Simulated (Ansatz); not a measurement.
# Kohn anomalies in TaRu (Pm-3m)

Does TaRu (Pm-3m) have a Kohn anomaly or a soft branch that a wide smearing hides? The first relaxation steps of the session are not shown, so no cell shown is the starting entry, unless a step says so.

Method: DFT PBEsol, scalar-relativistic, plane waves, PAW; PAW set soft_1, in Ansatz 0.2.0.

## 1. The cell after earlier relaxation steps

It takes space group Pm-3m (No. 221, cubic). The conventional cell has a = 3.139 Å, b = 3.139 Å, c = 3.139 Å, α = 90.00°, β = 90.00°, γ = 90.00°. Nearest to Ta lie 8 Ru at 2.72 Å. Nearest to Ru lie 8 Ta at 2.72 Å. Farther neighbours are not listed.

## 2. Relaxation

Lattice constant and positions set the bands and the force constants, so the cell is relaxed first. Earlier relaxation steps are not shown.

Contents of input.yaml:

```yaml
crystal:
  lattice:
    - [3.1394829749, 0.0, 0.0]
    - [0.0, 3.1394829749, 0.0]
    - [0.0, 0.0, 3.1394829749]
  atoms:
    - { symbol: Ta, position: [0.5, 0.5, 0.5] }
    - { symbol: Ru, position: [0.0, 0.0, 0.0] }
kpoints:
  mp_grid: { grid: [10, 10, 10] }
hamiltonian:
  xc: pbesol
  pseudopotentials: { kind: paw, azcp: { folder: soft_1 }, xc_functional: pbe }
scf:
  occupations: { method: gaussian, width: 0.1 }
output:
  forces: true
  stress: true
  eigenvalues: true
  write_density: true
  write_potential: true
  elf: true
  volumetric_format: npy
relax:
  adjacent_minimum: "off"
  f_tol: 0.005
  max_steps: 80
  cell: { stress_tol: 0.05 }
```

On the command line:

```bash
> ansatz run input.yaml --threads 4 --pin off --max-ram 12288MiB --backend cpu --events-out ev --progress --plain --runs-dir out
```

Numbers of over 12 decimals in the logs are rounded to 6 here.

The log of the run:

```text
[the first part of the log is left out]
  E_xc         = -488.279297
  E_vxc        = -448.465431  (∫ρ·V_xc dr)
  E_paw        = -11622.099974  (= ΣΔE_a)
  E_vpaw       = -392.858629  (= ΣTr[D̂ρ^β])
  E_aug_tail   = 0.000721  (compensation charges beyond the density's cutoff)
  E_ewald      = -3529.868854
  E_core_change = 0.467009  (= ΣΔE_core)
  E_smearing   = -0.015898  (= −TS)
  E_closure    = 0.000000  (closes the sum)
  Σ components = -15624.481743   (vs F -15624.481743, Δ=0.00e0)
--- Forces (eV/Å), atoms counted from 1 ---
  atom   1  Ta     0.00000000    -0.00000000     0.00000000
  atom   2  Ru     0.00000000    -0.00000000    -0.00000000
  max |Σ_I F_I| component: 1.16e-29 eV/Å
--- Stress (GPa, compression-positive) ---
       -0.000286       0.000000       0.000000
        0.000000      -0.000286       0.000000
        0.000000       0.000000      -0.000286
  P = ⅓ Tr σ = -0.0003 GPa (-0.003 kbar)
--- Band table (eV; the first three rows and the last of 56) ---
  k-point 0: bands = ["-51.2811", "-46.6472", "-21.2834", "-21.2834", "-21.2834", "-12.9795", "-12.9795", "-12.9795", "12.8229", "15.6902", "15.6902", "19.4042", "19.4042", "19.4042", "22.9087", "22.9087", "26.1297", "26.1297", "26.1297"]
  k-point 1: bands = ["-51.2800", "-46.6463", "-21.2937", "-21.2813", "-21.2813", "-13.0169", "-12.9797", "-12.9797", "13.0539", "15.8049", "15.8695", "19.3840", "19.3840", "19.4801", "22.6351", "23.0046", "25.3771", "25.3771", "25.9652"]
  k-point 2: bands = ["-51.2772", "-46.6438", "-21.3204", "-21.2759", "-21.2759", "-13.1139", "-12.9804", "-12.9804", "13.7111", "16.1429", "16.3443", "19.3469", "19.3469", "19.6946", "21.9054", "23.2317", "24.0795", "24.0795", "25.5260"]
  k-point 55: bands = ["-51.2534", "-46.6060", "-21.3715", "-21.3715", "-21.3715", "-13.2917", "-13.2917", "-13.2917", "18.0093", "18.0093", "18.0093", "18.7915", "18.7915", "18.7915", "21.5977", "21.5977", "26.3400", "26.3400", "29.0764"]
--- Relaxed structure (3 steps of the walk, 2 accepted, 1 SCFs on fresh bases) ---
  F+E_penalty+E_count = -15624.48174341 eV   max|allowed force component| = 4.733e-30 eV/Å   (the final SCF, on the basis selected at the relaxed cell)
  cell:  # Å, volume = 30.9594 Å³
    - [3.140008, 0, 0.0]
    - [0, 3.140008, 0.0]
    - [0, 0.0, 3.140008]
  atoms:
    - { symbol: Ta, position: [0.500000, 0.500000, 0.500000] }
    - { symbol: Ru, position: [0, 0, 0] }
```

It took 2.1 s on 4 threads of Intel Xeon Platinum 8375C at 2.90GHz (Ice Lake), shared host; peak memory 0.42 GiB; 6.9 s of CPU time.

Little changed from the start: no atom moved by 0.005 Å and no cell edge by 0.1 %.

Numbers from this step:

| Item | Value |
| --- | --- |
| pressure | -2.86e-4 GPa |
| volume per atom | 15.48 Å³/atom |
| metallic on mesh | yes |
| gap on the k-mesh | 0 eV |

Valence density in the ac plane at fractional y = 0.000, with atoms of Ru within 0.2 Å of it. It is the smooth field of the valence electrons, not physical close to the nuclei.

Ten even steps from '0' (0 e/Å³) to '9' (12 e/Å³):
```
9853100000001358
6542000000000245
3321000000000123
1100000000000001
0000000000000000
0000000000000000
0000000000000000
0000000000000000
0000000000000000
0000000000000000
0000000000000000
1100000000000001
3321000000000123
6542000000000245
9853100000001358
9963100000001369
```
Columns run along a (3.1 Å), rows up along c (3.1 Å). Atoms in or near the plane, at fractional coordinates: Ru at (0.00, 0.00).

ELF in the ac plane at fractional y = 0.000, with atoms of Ru within 0.2 Å of it. It is the smooth field of the valence electrons, not physical close to the nuclei.

Ten even steps from '_' (0.19) to '@' (0.61):
```
##%%@@%%==____::==::____==%%@@%%
@@@@@@%%==....--++--....==%%@@@@
%%%%%%++::..::==++==::..::++%%%%
======::::::==++++++==::::::====
____....::==++++++++++==::....__
____..::==++++======++++==::..__
::::--==++++====--====++++==--::
====++++++++==------==++++++++==
::::--==++++====--====++++==--::
____..::==++++======++++==::..__
____....::==++++++++++==::....__
======::::::==++++++==::::::====
%%%%%%++::..::==++==::..::++%%%%
@@@@@@%%==....--++--....==%%@@@@
##%%@@%%==____::==::____==%%@@%%
**##@@%%==____::==::____==%%@@##
```
Columns run along a (3.1 Å), rows up along c (3.1 Å). Atoms in or near the plane, at fractional coordinates: Ru at (0.00, 0.00).

Electrostatic potential energy in the ac plane at fractional y = 0.000, with atoms of Ru within 0.2 Å of it. With pseudopotentials it is smooth inside the atoms' cores, unlike the true potential.

Ten even steps from '_' (-78 eV) to '@' (23 eV):
```
____..--**%%@@@@@@@@@@%%**--..__
__..::++##@@@@@@@@@@@@@@##++::..
----++**%%@@@@@@@@@@@@@@%%**++--
****##%%@@@@@@@@@@@@@@@@@@%%##**
%%%%@@@@@@@@@@@@@@@@@@@@@@@@@@%%
@@@@@@@@@@@@@@@@@@@@@@@@@@@@@@@@
@@@@@@@@@@@@@@@@@@@@@@@@@@@@@@@@
@@@@@@@@@@@@@@@@@@@@@@@@@@@@@@@@
@@@@@@@@@@@@@@@@@@@@@@@@@@@@@@@@
@@@@@@@@@@@@@@@@@@@@@@@@@@@@@@@@
%%%%@@@@@@@@@@@@@@@@@@@@@@@@@@%%
****##%%@@@@@@@@@@@@@@@@@@%%##**
----++**%%@@@@@@@@@@@@@@%%**++--
__..::++##@@@@@@@@@@@@@@##++::..
____..--**%%@@@@@@@@@@%%**--..__
______--**%%@@@@@@@@@@%%**--____
```
Columns run along a (3.1 Å; values clipped at the 3rd and 97th percentile), rows up along c (3.1 Å). Atoms in or near the plane, at fractional coordinates: Ru at (0.00, 0.00).

The largest force is now zero by symmetry and the largest stress component 2.9e-4 GPa, small enough for phonons.

## 3. Wavevectors along a line: Fermi–Dirac smearing of 0.1 eV

Each wavevector is solved by itself, so no interpolation smooths a dip of the branch.

Contents of input.yaml:

```yaml
crystal:
  lattice:
    - [3.140007881, 0.0, 0.0]
    - [0.0, 3.140007881, 0.0]
    - [0.0, 0.0, 3.140007881]
  atoms:
    - { symbol: Ta, position: [0.5, 0.5, 0.5] }
    - { symbol: Ru, position: [0.0, 0.0, 0.0] }
kpoints:
  mp_grid: { grid: [16, 16, 16] }
hamiltonian:
  xc: pbesol
  pseudopotentials: { kind: paw, azcp: { folder: soft_1 }, xc_functional: pbe }
scf:
  occupations: { method: fermi_dirac, width: 0.1 }
output:
  eigenvalues: true
phonons:
  method: dfpt
  qpoints:
    - [0, 0, 0]
    - [0.0, 0.0625, 0.0]
    - [0.0, 0.1875, 0.0]
    - [0.0, 0.3125, 0.0]
    - [0.0, 0.4375, 0.0]
```

The log of the run:

```text
[...]
Crystal: 2 atoms, lattice volume = 30.959 Å³
Basis set: ecut = 420 eV, 619 PW (Γ), exchange–correlation on 48×48×48 points (8 copies of the dense FFT grid, shifted against one another)
Bands: 19, of which v1, the nominal top of the filled ones, is band 15 counted from 1 (14 counted from 0)
Symmetry: 48 space group operations
k-points: 165 of 4096
[...]
SCF iter   1: F=—  HF=-15628.716782 eV  |F-HF|=—  |Δ(HF+E_count)|=         —  Δρ=2.46e-1  dr2=3.05e1  ethr=3.10e-3  ⟨swp⟩=4.9  Hψ=12491  notcnv=0
[...]
SCF iter   9: F=-15624.521262 eV  HF=-15624.521262 eV  |F-HF|=1.82e-12  |Δ(HF+E_count)|=  3.60e-10  Δρ=2.48e-7  dr2=3.65e-12  ethr=1.00e-12  ⟨swp⟩=4.6  Hψ=15535  notcnv=0
SCF 1 converged in 9 iterations: F = -15624.521262 eV  dr2 = 3.65e-12
[...]
NSCF: frozen V_eff on 165 k-points
[...]
DFPT response loops at q = (0, 0, 0) (fractional): preconditioner auto → Kerker (q_TF=auto, 2.699 Å⁻¹) (partly filled bands, converged f_vac=0.000); β = 1.00, the filter's whole step (`scf.mixing.beta` (0.50) is not read by the response loops under this deck's `scf.mixing.preconditioner`; to damp them name `kerker` or `kerker_dos`, under which they read `scf.mixing.beta`, and type it under 1.00, their step now; both keys bind the ground state too); Broyden in place of MSR1
[...]
SCF converged after 9 iterations
Free energy (F): -15624.521262 eV
[...]
Internal energy: -15624.431396 eV  (E = F + TS)
E sigma→0 (E₀):  -15624.476329 eV
Entropy (-TS):   -0.089867 eV (-44.933 meV/atom)
Fermi energy:    21.873299 eV
[...]
--- Band table (eV; the first three rows and the last of 165) ---
  k-point 0: bands = [... 11 lower, 19.4035, 19.4035, 19.4035, 22.9110, 22.9110, 26.1355, 26.1355, 26.1355]
  k-point 1: bands = [... 11 lower, 19.3950, 19.3950, 19.4333, 22.8021, 22.9495, 25.8003, 25.8003, 26.0700]
  k-point 2: bands = [... 11 lower, 19.3737, 19.3737, 19.5210, 22.4907, 23.0569, 25.0655, 25.0655, 25.8825]
  k-point 164: bands = [... 11 lower, 18.7945, 18.7945, 18.7945, 21.5954, 21.5954, 26.3479, 26.3479, 29.0750]
--- Phonons (Γ-DFPT): 2 representative perturbations + reference (Σ response iterations 6) ---
  ASR residual: 1.611e-3 → 0.000e0 eV/Å²; symmetrization residual: 8.039e-7 eV/Å²
  ASR residual per site (eV/Å²): 1.17e-3 1.61e-3
  Γ frequencies (cm⁻¹): 0.00 0.00 0.00 144.55 144.55 144.55
  non-analytic LO–TO correction: not included (Born effective charges unavailable; polar crystals: no LO–TO splitting at Γ)
--- Phonons (arbitrary-q DFPT): 5 explicit q-points ---
  q = [0, 0, 0] (of the zone-centre solve; hermiticity 3.23e-7, symmetrization 1.58e-12): -0.00 -0.00 -0.00 144.55 144.55 144.55
  q = [0, 0.0625, 0] (4 solved perturbations in 4032 linear systems a pass and spin channel, the states on 1296 of 4096 k-point pairs; hermiticity 2.30e-6, symmetrization 7.59e-11): 15.98 15.98 22.44 141.49 144.47 144.47
[...]
sum rule: each row above includes the acoustic sum rule's correction from the zone centre's row sums; it moved no ω² by more than (2.08 cm⁻¹)²
```

It took 2.9 min on 4 threads; peak memory 2.1 GiB.

Reading the cycles: dr2 is the Hartree energy of the density residual (eV), the measure of convergence; HF is the Harris–Foulkes estimate of the energy, which meets the free energy F at convergence.

Each wavevector solved by linear response. Table of frequency by |q| along the line:

```
|q| along the line (Å⁻¹)  mode 1 = mode 2 (cm⁻¹)  mode 3 (cm⁻¹)  mode 4 (cm⁻¹)  mode 5 (cm⁻¹)  mode 6 (cm⁻¹)
                   0.000                       0              0            145            145            145
                   0.125                    16.0           22.4            141            144            144
                   0.375                    46.2           71.5            129            143            143
                   0.625                    67.9            105            124            129            129
                   0.875                    67.7            106            106            115            134
```

## 4. Wavevectors along a line: Fermi–Dirac smearing of 0.25 eV

Each wavevector is solved by itself, so no interpolation smooths a dip of the branch.

Edit input.yaml of step 3 so:

```diff
@@ -14,3 +14,3 @@
 scf:
-  occupations: { method: fermi_dirac, width: 0.1 }
+  occupations: { method: fermi_dirac, width: 0.25 }
 output:
```

Wider smearing eases the sum over k-points of a metal but moves the result away from its zero-temperature value.

The log of the run:

```text
band count auto-derived: 20 (N_el = 29.0; filled up to band 15; 19 by the electrons, moments and atoms)
[...]
Crystal: 2 atoms, lattice volume = 30.959 Å³
Basis set: ecut = 420 eV, 619 PW (Γ), exchange–correlation on 48×48×48 points (8 copies of the dense FFT grid, shifted against one another)
Bands: 20, of which v1, the nominal top of the filled ones, is band 15 counted from 1 (14 counted from 0)
Symmetry: 48 space group operations
k-points: 165 of 4096
[...]
SCF iter   1: F=—  HF=-15628.855254 eV  |F-HF|=—  |Δ(HF+E_count)|=         —  Δρ=2.45e-1  dr2=3.04e1  ethr=3.10e-3  ⟨swp⟩=4.9  Hψ=12716  notcnv=0
[...]
SCF iter  10: F=-15624.717865 eV  HF=-15624.717865 eV  |F-HF|=3.64e-12  |Δ(HF+E_count)|=  5.46e-12  Δρ=3.41e-8  dr2=3.71e-13  ethr=1.00e-12  ⟨swp⟩=5.0  Hψ=12931  notcnv=0
SCF 1 converged in 10 iterations: F = -15624.717865 eV  dr2 = 3.71e-13
[...]
SCF converged after 10 iterations
Free energy (F): -15624.717865 eV
[...]
Internal energy: -15624.300657 eV  (E = F + TS)
E sigma→0 (E₀):  -15624.509261 eV
Entropy (-TS):   -0.417208 eV (-208.604 meV/atom)
Fermi energy:    21.766127 eV
[...]
--- Band table (eV; the first three rows and the last of 165) ---
  k-point 0: bands = [... 11 lower, 19.4040, 19.4040, 19.4040, 22.9155, 22.9155, 26.1470, 26.1470, 26.1470, ... 1 higher]
  k-point 1: bands = [... 11 lower, 19.3955, 19.3955, 19.4338, 22.8066, 22.9540, 25.8111, 25.8111, 26.0816, ... 1 higher]
  k-point 2: bands = [... 11 lower, 19.3740, 19.3740, 19.5213, 22.4951, 23.0614, 25.0752, 25.0752, 25.8942, ... 1 higher]
  k-point 164: bands = [... 11 lower, 18.8001, 18.8001, 18.8001, 21.5923, 21.5923, 26.3621, 26.3621, 29.0735, ... 1 higher]
[...]
ASR residual: 9.973e-4 → 0.000e0 eV/Å²; symmetrization residual: 1.819e-7 eV/Å²
  ASR residual per site (eV/Å²): 9.97e-4 6.46e-4
  Γ frequencies (cm⁻¹): 0.00 0.00 0.00 150.71 150.71 150.71
[...]
--- Phonons (arbitrary-q DFPT): 5 explicit q-points ---
[...]
```

Wall time 3 min (4 threads); peak memory 2.2 GiB.

Each wavevector solved by linear response. Frequency against |q| along the line:

```
|q| along the line (Å⁻¹)  mode 1 = mode 2 (cm⁻¹)  mode 3 (cm⁻¹)  mode 4 (cm⁻¹)  mode 5 (cm⁻¹)  mode 6 (cm⁻¹)
                   0.000                       0              0            151            151            151
                   0.125                    16.3           27.2            150            151            151
                   0.375                    48.1           80.8            149            151            151
                   0.625                    76.2            122            142            142            150
                   0.875                    99.2            123            123            138            158
```

Against step 3 (now smearing width 0.25 eV), the free energy moves by -98.3 meV an atom.

## 5. Phonons along a line: Fermi–Dirac smearing of 0.04 eV

Each wavevector is solved by itself, so no interpolation smooths a dip of the branch.

Edit input.yaml of step 4 so:

```diff
@@ -14,3 +14,3 @@
 scf:
-  occupations: { method: fermi_dirac, width: 0.25 }
+  occupations: { method: fermi_dirac, width: 0.04 }
 output:
```

Narrower smearing comes nearer the zero-temperature value but asks more of the mesh.

The log of the run:

```text
[...]
Crystal: 2 atoms, lattice volume = 30.959 Å³
Basis set: ecut = 420 eV, 619 PW (Γ), exchange–correlation on 48×48×48 points (8 copies of the dense FFT grid, shifted against one another)
Bands: 19, of which v1, the nominal top of the filled ones, is band 15 counted from 1 (14 counted from 0)
Symmetry: 48 space group operations
k-points: 165 of 4096
[...]
SCF iter   1: F=—  HF=-15628.695678 eV  |F-HF|=—  |Δ(HF+E_count)|=         —  Δρ=2.46e-1  dr2=3.05e1  ethr=3.10e-3  ⟨swp⟩=5.2  Hψ=12702  notcnv=0
[...]
SCF iter  10: F=-15624.480878 eV  HF=-15624.480878 eV  |F-HF|=1.09e-11  |Δ(HF+E_count)|=  1.09e-11  Δρ=1.07e-7  dr2=4.39e-12  ethr=1.00e-12  ⟨swp⟩=5.1  Hψ=12121  notcnv=0
SCF 1 converged in 10 iterations: F = -15624.480878 eV  dr2 = 4.39e-12
[...]
SCF converged after 10 iterations
Free energy (F): -15624.480878 eV
[...]
Internal energy: -15624.464023 eV  (E = F + TS)
E sigma→0 (E₀):  -15624.472450 eV
Entropy (-TS):   -0.016855 eV (-8.428 meV/atom)
Fermi energy:    21.892319 eV
[...]
--- Band table (eV; the first three rows and the last of 165) ---
  k-point 0: bands = [... 11 lower, 19.4036, 19.4036, 19.4036, 22.9107, 22.9107, 26.1338, 26.1338, 26.1338]
  k-point 1: bands = [... 11 lower, 19.3951, 19.3951, 19.4334, 22.8018, 22.9492, 25.7988, 25.7988, 26.0684]
  k-point 2: bands = [... 11 lower, 19.3738, 19.3738, 19.5211, 22.4904, 23.0566, 25.0641, 25.0641, 25.8808]
  k-point 164: bands = [... 11 lower, 18.7936, 18.7936, 18.7936, 21.5962, 21.5962, 26.3461, 26.3461, 29.0751]
[...]
ASR residual: 5.692e-4 → 0.000e0 eV/Å²; symmetrization residual: 4.139e-7 eV/Å²
  ASR residual per site (eV/Å²): 2.77e-4 5.69e-4
  Γ frequencies (cm⁻¹): 0.00 0.00 0.00 142.88 142.88 142.88
[...]
--- Phonons (arbitrary-q DFPT): 5 explicit q-points ---
[...]
```

Elapsed: 2.8 min, on 4 threads; peak memory 2.1 GiB; 11 min of CPU time.

(Continued in part 2 of 2.)

[Logs are printed without paths, hosts, clocks, repeated set-up lines and the standing remarks that a program may print on its own settings, such as how far it seeks lower states.]

[Hosts, paths, dates, database ids (printed as entryN), source tags and the programs' standing remarks are cut or masked in the printed files.]
